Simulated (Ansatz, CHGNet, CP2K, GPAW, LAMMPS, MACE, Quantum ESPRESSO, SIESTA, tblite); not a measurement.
**How far do other methods lie from plane waves? Amorphous SiO1.9 (78 atoms)**

One geometry of amorphous SiO1.9 (78 atoms) is solved by several programs and methods. How far do their forces lie from a plane-wave PBE run?

Results are calculated, not measured.

## (1) The cell

The cell holds 78 atoms (27 Si and 51 O), with edges of 10.50, 10.50 and 10.50 Å. Recipe: 78 atoms (27 Si, 51 O) placed at random at 2.26 g/cm³, melted at 5000 K for 10 ps at fixed volume with the Tersoff Si-O potential (Munetoh et al., Comput. Mater. Sci. 39, 334 (2007)). Quenched from 5000 K to 500 K at 20 K/ps and fixed volume, annealed at 2000 K for 50 ps, held 5 ps. The density is 2.26 g/cm³.

## (2) The reference input

Quantum ESPRESSO 7.5: Kohn-Sham DFT, PBE, SSSP efficiency 1.3.0 pseudopotentials, plane waves. Its input, pw.in:

```
&control
  calculation = 'scf'
  pseudo_dir = './pseudo'
  outdir = './tmp'
  disk_io = 'none'
  tprnfor = .true.
  tstress = .true.
/
&system
  ibrav = 0
  nat = 78
  ntyp = 2
  ecutwfc = 60
  ecutrho = 480
  nosym = .true.
  occupations = 'smearing'
  smearing = 'fd'
  degauss = 0.003675
/
&electrons
  conv_thr = 3.9e-07
  electron_maxstep = 100
  mixing_beta = 0.4
  mixing_mode = 'plain'
  diagonalization = 'david'
/
ATOMIC_SPECIES
Si 28.085 Si.upf
O 15.999 O.upf
CELL_PARAMETERS angstrom
10.50180 0.00000 0.00000
0.00000 10.50180 0.00000
0.00000 0.00000 10.50180
ATOMIC_POSITIONS crystal
Si 0.13949 0.67691 0.28768
Si 0.26616 0.73835 0.02423
Si 0.42674 0.33358 0.86693
Si 0.13626 0.12259 0.30697
[... 72 atom lines left out ...]
O 0.17119 0.86410 0.98449
O 0.48991 0.21324 0.76722
K_POINTS gamma
```

```console
$ OMP_NUM_THREADS=1 mpirun -np 4 pw.x -in pw.in > output.txt
```

It took 3.1 min on 4 MPI ranks of Arm Neoverse V1, shared host; peak memory 3.8 GiB.

It converged with an r.m.s. force component of 1.4 eV/Å and a pressure of -1.0 GPa.

## (3) The other programs

- CHGNet: machine-learned potential, published weights.
- CP2K 2026.2: Gaussian basis with GTH pseudopotentials and a plane-wave density; labels give functional, basis (MOLOPT sets; SR short-range, UZH the newer set with its own potentials), grid cutoff/relative cutoff and solver (OT: orbital transformation; TRS4, TC2, SIGN: linear-scaling purification with its sparsity filter), or its built-in tight binding.
- GPAW 26.7.0: PAW with atomic orbitals (LCAO), plane waves or a real-space grid of spacing h.
- MACE: machine-learned potential, published weights.
- SIESTA 5.4.2: numerical atomic orbitals, whose automatically made sets are far from complete, with PseudoDojo norm-conserving potentials that we converted to its format (checked against plane waves on the same files for H, C, O, Si, Ge and Ca alone); labels give functional, basis size, energy shift and mesh cutoff.
- tblite 0.8.0: extended tight binding, driven from Python.

All use the same cell and atoms, and the electronic-structure runs the same k-mesh.

## (4) Side by side

Differences are against the reference: forces as r.m.s. over components, share as that over the reference's r.m.s. force, slope as the fitted ratio of a run's forces to the reference's.

```csv
run,"Δ force, r.m.s. (meV/Å)",share (%),slope,Δ pressure (GPa),cores,CPU time,memory (GiB)
reference,-,-,-,-,4,12 min,3.8
CHGNet 0.3.0 potential,432,31.6,0.945,-1.87,1,4.1 s,1.0
CHGNet r2SCAN potential,464,33.9,0.879,-7.18,1,4.8 s,1.0
"CP2K PBE, DZVP-MOLOPT-SR, 600/50 Ry, diagonalisation",122,8.93,0.981,1.16,4,4.5 min,4.4
"CP2K PBE, DZVP-UZH, 600/50 Ry, diagonalisation",86.7,6.33,0.989,0.854,4,6.2 min,4.4
"CP2K PBE, SZV-MOLOPT-SR, 600/50 Ry, diagonalisation (coarse)",706,51.6,1.093,22.8,2,3.7 min,3.3
"GPAW PBE, LCAO dzp, h 0.18 Å",282,20.6,1.018,-,1,3.1 min,1.5
"GPAW PBE, LCAO sz(dzp), h 0.18 Å (coarse)",657,48.0,1.036,-,1,63 s,1.1
"GPAW PBE, LCAO szp(dzp), h 0.18 Å (coarse)",286,20.9,1.027,-,1,2.4 min,1.4
MACE MPA-0 medium potential,350,25.6,1.041,-1.89,1,9 s,0.99
"SIESTA PBE, DZP, shift 0.01 Ry, mesh 500 Ry",161,11.8,1.001,3.07,2,5.6 min,1.8
"SIESTA PBE, SZP, shift 0.01 Ry, mesh 500 Ry (coarse)",345,25.2,1.047,8.68,2,4.5 min,1.7
"SIESTA revPBE, PBE potentials, DZP, shift 0.01 Ry, mesh 500 Ry",167,12.2,1.009,4.18,2,5.3 min,1.8
tblite GFN1-xTB,737,53.9,0.868,4.18,1,3.6 s,0.12
tblite GFN2-xTB,499,36.5,0.819,-4.18,1,7 s,0.12
```

Rows marked coarse were listed beforehand as settings not expected to be converged; some can still land near the reference.

Times of the machine-learned potentials are mostly Python's start and the loading of weights.

CPU time is summed over cores on shared hosts, so it is rough.

## (5) What came out

Forces lie from 6.3 % (CP2K PBE, DZVP-UZH, 600/50 Ry, diagonalisation) to 54 % (tblite GFN1-xTB) of the reference's r.m.s. force of 1.4 eV/Å away from it. The PBE runs in local orbitals, coarse settings apart, differ by 6.3 % (CP2K PBE, DZVP-UZH, 600/50 Ry, diagonalisation) to 21 % (GPAW PBE, LCAO dzp, h 0.18 Å); basis, grid and potentials can all enter. Tight binding differs by 36 % (tblite GFN2-xTB) to 54 % (tblite GFN1-xTB); it is another model, with fitted parameters of its own, and the xTB methods hold dispersion. Machine-learned potentials differ by 26 % (MACE MPA-0 medium potential) to 34 % (CHGNet r2SCAN potential); they were trained on other programs' data, some at another functional.

Rows with another functional or a dispersion term differ by 12 % (SIESTA revPBE, PBE potentials, DZP, shift 0.01 Ry, mesh 500 Ry), which mixes the change of model with differences of basis and potentials, some of them made for another functional. Runs with settings chosen to be coarse differ by 21 % (GPAW PBE, LCAO szp(dzp), h 0.18 Å) to 52 % (CP2K PBE, SZV-MOLOPT-SR, 600/50 Ry, diagonalisation), their programs' other errors included. Pressures at PBE, coarse settings apart, lie +0.85 to +3.07 GPa from the reference's.

Caveats: Periodic xTB results under one method name differ between programs and library versions. The reference's pressure holds the uncorrected Pulay stress of its 60 Ry basis, so small pressure differences may be the reference's own error. Machine-learned potentials mimic data converged in k, so the reference's own k-point error enters their differences. The quench rate of 20 K/ps is many orders above laboratory rates, so the cell is likely richer in defects and strain than a real sample. The network of bonds at the start is that of the classical potential that made the cell, and needn't be the one that DFT or experiment would give. The reference's stress is far from hydrostatic: its diagonal is 2.9, -3.5, -2.5 GPa, compression counted positive. The electronic-structure runs sample only Γ, in a cell whose shortest periodic width is 11 Å, which is coarse for a cell with partly filled levels. Where levels are smeared, the DFT runs use Fermi–Dirac occupations at 580 K (0.05 eV), and energies are free energies. The reference's cutoffs and mesh weren't converged further here.

[Logs are printed without paths, hosts, clocks, repeated set-up lines and the standing remarks that a program may print on its own settings, such as how far it seeks lower states.]

[Hosts, paths, dates, database ids (printed as entryN), source tags and the programs' standing remarks are cut or masked in the printed files.]

[Cells were taken only where this reference lay near another plane-wave run.]
